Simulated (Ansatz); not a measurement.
An input for Ansatz 0.2.0 (InGaP2 (zincblende [001] superlattice) (Pmm2)):

The structure was built from a prototype and need not be the compound's stable phase.

```yaml
crystal:
  lattice:
    - [3.9934977685, 0.0, 0.0]
    - [0.0, 3.9912654442, 0.0]
    - [0.0, 0.0, 5.684030247]
  atoms:
    - { symbol: Ga, position: [0.0, 0.0, 0.1160816638] }
    - { symbol: P, position: [0.5, 0.0, 0.3446070586] }
    - { symbol: In, position: [0.5, 0.5, 0.6160108599] }
    - { symbol: P, position: [0.0, 0.5, 0.8870576487] }
kpoints:
  mp_grid: { grid: [4, 4, 4] }
hamiltonian:
  xc: pbesol
  pseudopotentials: { kind: paw, azcp: { folder: soft_1 }, xc_functional: pbe }
scf:
  occupations: { method: fixed }
gw:
  n_empty_bands: 44
  ecut_chi: 36
  qp_bands: [v2, c2]
  qp_kpoints: band_edges
  screening: { model: contour_deformation }
```

```sh
ansatz run input.yaml --threads 4 --pin off --max-ram 17510MiB --backend cpu --events-out ev --progress --plain --runs-dir out
```

Q: Estimate wall time and host memory on 4 threads of Arm Neoverse N1, shared host.

It took 42 s; on shared hardware allow 21 s to 85 s. Peak host memory was 0.44 GiB. The sizes that set the cost: 1787 plane waves a state, 27 irreducible k points, 62 bands summed, 37 plane waves in the screening and 8 SCF cycles.

The screening grows as filled bands × empty bands × pairs of k points, times the square of the screening basis for the matrix.

[Paths, hosts, dates, memory and timing lines, banners, echoed tables and standing remarks are left out of the program output.]

[Logs are printed without paths, hosts, clocks, repeated set-up lines and the standing remarks that a program may print on its own settings, such as how far it seeks lower states.]

[Runs of the session that timed out or met a known fault of the program may be left out.]

[Cells called generated may have been cut or substituted from an entry of the Crystallography Open Database or the Materials Project.]

[Hosts, paths, dates, database ids (printed as entryN), source tags and the programs' standing remarks are cut or masked in the printed files.]
